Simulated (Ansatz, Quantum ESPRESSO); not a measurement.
# Ge(111), Cl on both faces, 5 bilayers against a metal electrode: the electrode's level over the Fermi level at a withheld member of a series

How the rows were computed: Quantum ESPRESSO 7.5, PBE, GBRV ultrasoft. The slab is relaxed neutral, then held. ESM with bc3: vacuum below and a metal electrode about 6 Å above the top atoms. Fermi-Dirac smearing of 0.004 Ry and a dense mesh. Charges are set per cell from the starting area. The slabs take the lattice constants of the bulk relaxed by the same program. The series steps the charge of the slab (positive: electrons removed).

```
charge of the slab  electrode's level over the Fermi level (eV)
     1 ×10¹³ e/cm²                                        7.005
     2 ×10¹³ e/cm²                                        8.092
     3 ×10¹³ e/cm²                                        9.167
   4.5 ×10¹³ e/cm²                                       10.765
     6 ×10¹³ e/cm²                                       12.349
     7 ×10¹³ e/cm²                                       13.399
```

**Question.** What is the electrode's level over the Fermi level at 8 ×10¹³ e/cm²?

**Fit.** The rows at 6 ×10¹³ e/cm² and 7 ×10¹³ e/cm² give a slope of (13.399 − (12.349))/(7 − (6)) = 1.05, so a straight line gives 14.449 eV. A parabola through these and the row at 4.5 ×10¹³ e/cm² gives 14.444 eV.

**Check.** 14.447 eV. The line misses by +0.002 and the parabola by −0.003 eV. Both misses are under 5 % of the step from the nearer row.

**Limits.** Vacuum fills the gap; ions don't answer the charge; added electrons can spill towards the electrode at the most negative charges. Members without a usable value, or on the other side of zero field or charge, are not listed.

[Logs are printed without paths, hosts, clocks, repeated set-up lines and the standing remarks that a program may print on its own settings, such as how far it seeks lower states.]
